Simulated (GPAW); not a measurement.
## Quasiparticle gap of CaMoO4 (I4_1/a) in GPAW

Wanted: ground state, empty states, screening and self-energy for CaMoO4 (I4_1/a).

Calculated with GPAW 26.7.0; LDA and many-body steps on it, plane waves.

**Experimental background.**

- Gap 4.5 ± 0.05 eV: direct optical gap from absorption edge; optical absorption; bulk crystal (thin platelet cleaved from flux-grown single crystal) (“The high-pressure behavior of CaMoO4”, 2017, arxiv:1709.09825).

This is a report of a sequence of runs, with most program output left out.

## (1) Starting point

Symmetry: I4_1/a, No. 88, tetragonal system. Conventional cell: a = 5.224 Å, b = 5.224 Å, c = 11.428 Å, α = 90.00°, β = 90.00°, γ = 90.00°. Nearest to Ca lie 8 O at 2.44 to 2.47 Å. Nearest to Mo lie 4 O at 1.77 Å. O has 1 Mo at 1.77 Å and 2 Ca at 2.44 to 2.47 Å nearest. Farther neighbours and most contacts between anions are not listed.

Structure file:

```
Ca Mo O
1.0
    -2.61180    2.61180    5.71425
     2.61180   -2.61180    5.71425
     2.61180    2.61180   -5.71425
Ca Mo O
2 2 8
Direct
  0.75000 0.25000 0.50000
  0.00000 0.00000 0.00000
  0.25000 0.75000 0.50000
  0.50000 0.50000 0.00000
  0.57776 0.98246 0.89142
  0.73246 0.34104 0.90470
  0.09104 0.68634 0.10858
  0.43634 0.82776 0.09530
  0.17224 0.26754 0.60858
  0.01754 0.90896 0.59530
  0.65896 0.56366 0.39142
  0.31366 0.42224 0.40470
```

The cell and positions come from the Crystallography Open Database and are kept as given unless a step says otherwise.

## (2) Ground state

This step: GPAW 26.7.0; DFT, LDA, plane waves, PAW.

The ground-state density comes first.

File run.py:

```python
import json
import numpy as np
from gpaw.mpi import world
from ase import Atoms
from gpaw import GPAW, PW, FermiDirac

atoms = Atoms(['Ca', 'Ca', 'Mo', 'Mo', 'O', 'O', 'O', 'O', 'O', 'O', 'O', 'O'],
    cell=[[-2.6118000000, 2.6118000000, 5.7142500000],
      [2.6118000000, -2.6118000000, 5.7142500000],
      [2.6118000000, 2.6118000000, -5.7142500000]],
    scaled_positions=[[0.7500000000, 0.2500000000, 0.5000000000],
      [0.0000000000, 0.0000000000, 0.0000000000],
      [0.2500000000, 0.7500000000, 0.5000000000],
      [0.5000000000, 0.5000000000, 0.0000000000],
      [0.5777600000, 0.9824600000, 0.8914200000],
      [0.7324600000, 0.3410400000, 0.9047000000],
      [0.0910400000, 0.6863400000, 0.1085800000],
      [0.4363400000, 0.8277600000, 0.0953000000],
      [0.1722400000, 0.2675400000, 0.6085800000],
      [0.0175400000, 0.9089600000, 0.5953000000],
      [0.6589600000, 0.5636600000, 0.3914200000],
      [0.3136600000, 0.4222400000, 0.4047000000]],
    pbc=(True, True, True))
calc = GPAW(mode=PW(600),
    xc='LDA',
    kpts={'size': (6, 6, 6), 'gamma': True},
    occupations=FermiDirac(0.001),
    nbands=-12,
    convergence={'density': 1e-6, 'bands': -3},
    maxiter=100,
    txt='gs.txt')
atoms.calc = calc
res = {'energy': atoms.get_potential_energy(), 'forces': atoms.get_forces(), 'stress': atoms.get_stress()}
kpts = calc.get_ibz_k_points()
res['kpts'] = kpts
res['eigenvalues'] = [calc.get_eigenvalues(kpt=k) for k in range(len(kpts))]
res['n_electrons'] = calc.get_number_of_electrons()
calc.write('gs.gpw')

if world.rank == 0:
    with open('result.json', 'w') as f:
        json.dump(res, f, default=lambda x: x.tolist())
```

Command:

```bash
> mpirun -n 8 gpaw python run.py
```

It took 3.7 min on 8 MPI ranks of Arm Neoverse V1, shared host; peak memory 2 GiB.

This step gave:

```
total energy               : -108.3725 eV
gap                        : 3.354 eV
k of the valence top       : 0, 0, 0
k of the conduction bottom : 0, 0, 0
least direct gap           : 3.354 eV
pressure                   : -13.06 GPa
```

The gap is direct, at Γ. The pressure of -13 GPa says that this functional would shrink the cell; it is kept.

## (3) Bands along the symmetry lines

Levels along a band path, at the cheap level, show where the edges lie and whether the meshes to come will hold them.

File run.py:

```python
import json
import numpy as np
from gpaw.mpi import world
from gpaw import GPAW

path = [[0.000000, 0.000000, 0.000000],
    [0.000000, 0.000000, 0.062500],
    [0.000000, 0.000000, 0.125000],
    [0.000000, 0.000000, 0.187500],
    [0.000000, 0.000000, 0.250000],
    [0.000000, 0.000000, 0.312500],
    [0.000000, 0.000000, 0.375000],
    [0.000000, 0.000000, 0.437500],
    [0.000000, 0.000000, 0.500000],
    [0.031250, 0.031250, 0.468750],
    [0.062500, 0.062500, 0.437500],
    [0.093750, 0.093750, 0.406250],
    [0.125000, 0.125000, 0.375000],
    [0.156250, 0.156250, 0.343750],
    [0.187500, 0.187500, 0.312500],
    [0.218750, 0.218750, 0.281250],
    [0.250000, 0.250000, 0.250000],
    [0.218750, 0.281250, 0.218750],
    [0.187500, 0.312500, 0.187500],
    [0.156250, 0.343750, 0.156250],
    [0.125000, 0.375000, 0.125000],
    [0.093750, 0.406250, 0.093750],
    [0.062500, 0.437500, 0.062500],
    [0.031250, 0.468750, 0.031250],
    [0.000000, 0.500000, 0.000000],
    [0.000000, 0.437500, 0.000000],
    [0.000000, 0.375000, 0.000000],
    [0.000000, 0.312500, 0.000000],
    [0.000000, 0.250000, 0.000000],
    [0.000000, 0.187500, 0.000000],
    [0.000000, 0.125000, 0.000000],
    [0.000000, 0.062500, 0.000000],
    [0.000000, 0.000000, 0.000000],
    [0.062500, 0.062500, -0.062500],
    [0.125000, 0.125000, -0.125000],
    [0.187500, 0.187500, -0.187500],
    [0.250000, 0.250000, -0.250000],
    [0.312500, 0.312500, -0.312500],
    [0.375000, 0.375000, -0.375000],
    [0.437500, 0.437500, -0.437500],
    [0.500000, 0.500000, -0.500000],
    [0.475278, 0.524722, -0.475278],
    [0.450557, 0.549443, -0.450557],
    [0.425835, 0.574165, -0.425835],
    [0.401114, 0.598886, -0.401114],
    [0.376392, 0.623608, -0.376392],
    [0.351671, 0.648329, -0.351671],
    [0.326949, 0.673051, -0.326949],
    [0.302228, 0.697772, -0.302228],
    [-0.302228, 0.302228, 0.302228],
    [-0.264449, 0.264449, 0.264449],
    [-0.226671, 0.226671, 0.226671],
    [-0.188892, 0.188892, 0.188892],
    [-0.151114, 0.151114, 0.151114],
    [-0.113335, 0.113335, 0.113335],
    [-0.075557, 0.075557, 0.075557],
    [-0.037778, 0.037778, 0.037778],
    [0.000000, 0.000000, 0.000000],
    [0.000000, 0.000000, 0.500000],
    [-0.013057, 0.013057, 0.500000],
    [-0.026114, 0.026114, 0.500000],
    [-0.039171, 0.039171, 0.500000],
    [-0.052228, 0.052228, 0.500000],
    [-0.065285, 0.065285, 0.500000],
    [-0.078342, 0.078342, 0.500000],
    [-0.091399, 0.091399, 0.500000],
    [-0.104456, 0.104456, 0.500000],
    [0.500000, 0.500000, -0.104456],
    [0.500000, 0.500000, -0.153899],
    [0.500000, 0.500000, -0.203342],
    [0.500000, 0.500000, -0.252785],
    [0.500000, 0.500000, -0.302228],
    [0.500000, 0.500000, -0.351671],
    [0.500000, 0.500000, -0.401114],
    [0.500000, 0.500000, -0.450557],
    [0.500000, 0.500000, -0.500000]]
calc = GPAW('gs.gpw').fixed_density(kpts=path,
    symmetry='off',
    nbands=58,
    convergence={'bands': 54},
    txt='bands.txt')
res = {}
kpts = calc.get_ibz_k_points()
res['kpts'] = kpts
res['eigenvalues'] = [calc.get_eigenvalues(kpt=k) for k in range(len(kpts))]
res['n_electrons'] = calc.get_number_of_electrons()

if world.rank == 0:
    with open('result.json', 'w') as f:
        json.dump(res, f, default=lambda x: x.tolist())
```

Command:

```bash
> mpirun -n 8 gpaw python run.py
```

Elapsed: 5.3 min, on 8 MPI ranks; peak memory 3 GiB.

Numbers from this step:

* gap: 3.354 eV
* k of the valence top: 0, 0, 0
* k of the conduction bottom: 0, 0, 0
* least direct gap: 3.354 eV

The gap is 3.354 eV, as in the run before at this level.

The electronic bands at the labelled points (eV, zero at the top of the highest filled band):

```csv
point,band 45,band 46,band 47,band 48,band 49,band 50,band 51,band 52
Γ,-0.70,-0.33,0.00,0.00,3.35,3.79,4.12,4.16
halfway,-0.53,-0.47,-0.45,-0.18,3.57,3.96,3.98,4.29
X,-0.57,-0.57,-0.46,-0.46,3.68,3.68,4.22,4.22
halfway,-0.56,-0.56,-0.48,-0.48,3.68,3.68,4.22,4.22
P,-0.56,-0.56,-0.50,-0.50,3.68,3.68,4.22,4.22
halfway,-0.65,-0.58,-0.39,-0.29,3.67,3.84,4.06,4.22
N,-0.62,-0.56,-0.34,-0.27,3.74,3.91,3.98,4.18
halfway,-0.73,-0.36,-0.19,-0.16,3.52,3.87,4.04,4.19
Γ,-0.70,-0.33,0.00,0.00,3.35,3.79,4.12,4.16
halfway,-0.67,-0.23,-0.04,-0.04,3.41,3.72,3.98,4.01
M,-0.44,-0.44,-0.07,-0.07,3.58,3.58,3.85,3.85
halfway,-0.48,-0.41,-0.19,-0.08,3.66,3.68,3.88,3.91
S,-0.60,-0.47,-0.33,-0.15,3.77,3.82,3.98,4.05
jump to S0,-0.60,-0.47,-0.33,-0.15,3.77,3.82,3.98,4.05
halfway,-0.54,-0.47,-0.25,-0.22,3.56,3.92,4.04,4.24
Γ,-0.70,-0.33,0.00,0.00,3.35,3.79,4.12,4.16
jump to X,-0.57,-0.57,-0.46,-0.46,3.68,3.68,4.22,4.22
halfway,-0.62,-0.55,-0.45,-0.41,3.65,3.72,4.19,4.21
R,-0.64,-0.53,-0.41,-0.34,3.64,3.78,4.14,4.18
jump to G,-0.64,-0.53,-0.41,-0.34,3.64,3.78,4.14,4.18
halfway,-0.43,-0.38,-0.21,-0.18,3.66,3.79,3.91,3.96
M,-0.44,-0.44,-0.07,-0.07,3.58,3.58,3.85,3.85
```

## (4) Empty states on the mesh, 4×4×4 mesh, 726 bands

The sums over transitions need many empty states on a uniform mesh; this step solves for them.

File run.py:

```python
import json
import numpy as np
from gpaw.mpi import world
from gpaw import GPAW

calc = GPAW('gs.gpw').fixed_density(kpts={'size': (4, 4, 4), 'gamma': True},
    parallel={'domain': 1, 'band': 1},
    txt='nscf.txt')
calc.diagonalize_full_hamiltonian(nbands=726)
calc.write('full.gpw', mode='all')
res = {}
kpts = calc.get_ibz_k_points()
res['kpts'] = kpts
res['eigenvalues'] = [calc.get_eigenvalues(kpt=k) for k in range(len(kpts))]
res['n_electrons'] = calc.get_number_of_electrons()

if world.rank == 0:
    with open('result.json', 'w') as f:
        json.dump(res, f, default=lambda x: x.tolist())
```

Command:

```bash
> mpirun -n 8 gpaw python run.py
```

Wall time 9.3 min (8 MPI ranks); peak memory 19 GiB; 60 min of CPU time.

This step gave:

* gap: 3.354 eV
* k of the valence top: 0, 0, 0
* k of the conduction bottom: 0, 0, 0
* least direct gap: 3.354 eV
* k points computed: 14
* lowest point of the top converged band, above the valence top: 145.5503 eV

On this mesh the gap is 3.354 eV.

## (5) Screening and self-energy, 4×4×4 mesh, 117 bands, screening to 48 eV

G0W0 replaces the xc potential by the self-energy, built once from these orbitals. Only a window of levels is corrected, while the sums run over the empty bands that the input names.

This step: G0W0 on LDA, plane waves, PAW.

File run.py:

```python
import json
import numpy as np
from gpaw.mpi import world
from gpaw.response.g0w0 import G0W0

gw = G0W0('full.gpw',
    filename='gw',
    kpts=[0],
    bands=(46, 50),
    ecut=48,
    nbands=117,
    integrate_gamma='WS',
    ppa=True)
gw.calculate()
res = {mode: {k: v for k, v in r.items() if k != 'sigma_eskwn'}
       for mode, r in gw.all_results.items()}

if world.rank == 0:
    with open('result.json', 'w') as f:
        json.dump(res, f, default=lambda x: x.tolist())
```

Command:

```bash
> mpirun -n 8 gpaw python run.py
```

Run time: 9 min. Hardware: 8 MPI ranks; peak memory 7.2 GiB.

Numbers from this step:

| Item | Value |
| --- | --- |
| G0W0 gap on the points computed | 6.057 eV |
| least direct G0W0 gap on the computed points | 6.057 eV |
| Z at the valence top | 0.7782 |
| Z at the conduction bottom | 0.8188 |
| starting gap on the mesh | 3.354 eV |
| k of the valence top | 0, 0, 0 |
| k of the conduction bottom | 0, 0, 0 |

The gap on the mesh goes from 3.35 eV to 6.06 eV, a correction of +2.70 eV.

Limits: finite bands, cutoff and mesh; no spin-orbit coupling. v1 is the top filled band, c1 the lowest empty one. The levels before and after the correction (eV, zero at the valence-band top of each column):

```csv
,conduction bottom,valence top
Kohn-Sham,3.35,0.00
G0W0,6.06,0.00
```

```csv
,level,energy (eV)
Kohn-Sham,Γ v2-v1,0.000
Kohn-Sham,Γ c1,3.354
Kohn-Sham,Γ c2,3.785
G0W0,Γ v2-v1,0.000
G0W0,Γ c1,6.057
G0W0,Γ c2,6.544
```

## (6) Where the time went

Times are wall times on 8 MPI ranks of Arm Neoverse V1, shared host, good to a factor of about two.

```csv
step,time,share,memory (GiB)
ground state,3.7 min,13 %,2.0
bands along the symmetry lines,5.3 min,19 %,3.0
empty states on the mesh,9.3 min,34 %,19
screening and self-energy,9 min,33 %,7.2
```

## (7) What came out

| Property | Result |
| --- | --- |
| LDA gap | 3.35 eV, direct |
| G0W0 gap on the mesh | 6.06 eV |
| GW settings | 4×4×4 mesh, 117 bands, screening to 48 eV, Godby-Needs plasmon pole |
| known limits | not at the basis limit; no spin-orbit coupling |

**Reading.** G0W0 moves the gap on the mesh from 3.35 eV to 6.06 eV (+2.70 eV), with Z of 0.78 and 0.82 at the edges. Only 1 of the mesh's irreducible points was corrected, so a valley elsewhere could overtake. Against experiment, by G0W0@LDA: the direct gap of 6.06 eV lies +1.56 eV from the measured 4.5 ± 0.05 eV (direct, 2017). An exciton line or allowed optical edge lies below the quasiparticle gap by the binding energy; a forbidden edge can push the onset above it. The calculation has static nuclei and no excitons; a measured gap holds zero-point and thermal motion, which mostly lowers it. A miss this large is more than these effects usually give: tightly bound excitons can cover part of it, absorption edges can read low, one-shot GW can overshoot, and the runs shown don't tell these apart. Bands and cutoff are finite, so the gap is not at the basis limit. The miss can reach some tenths of an eV and take either sign; the mesh is an error of its own. These stock PAW sets were not made for GW. In the G0W0 run levels were corrected at 1 k point alone, so a gap called «on the mesh» is the least over those, and an edge elsewhere would be missed. The many-body steps are scalar-relativistic: spin-orbit coupling is not in them.

[Paths, hosts, dates, memory and timing lines, banners, echoed tables and standing remarks are left out of the program output.]

[Logs are printed without paths, hosts, clocks, repeated set-up lines and the standing remarks that a program may print on its own settings, such as how far it seeks lower states.]

[Runs of the session that timed out or met a known fault of the program may be left out.]

[Hosts, paths, dates, database ids (printed as entryN), source tags and the programs' standing remarks are cut or masked in the printed files.]
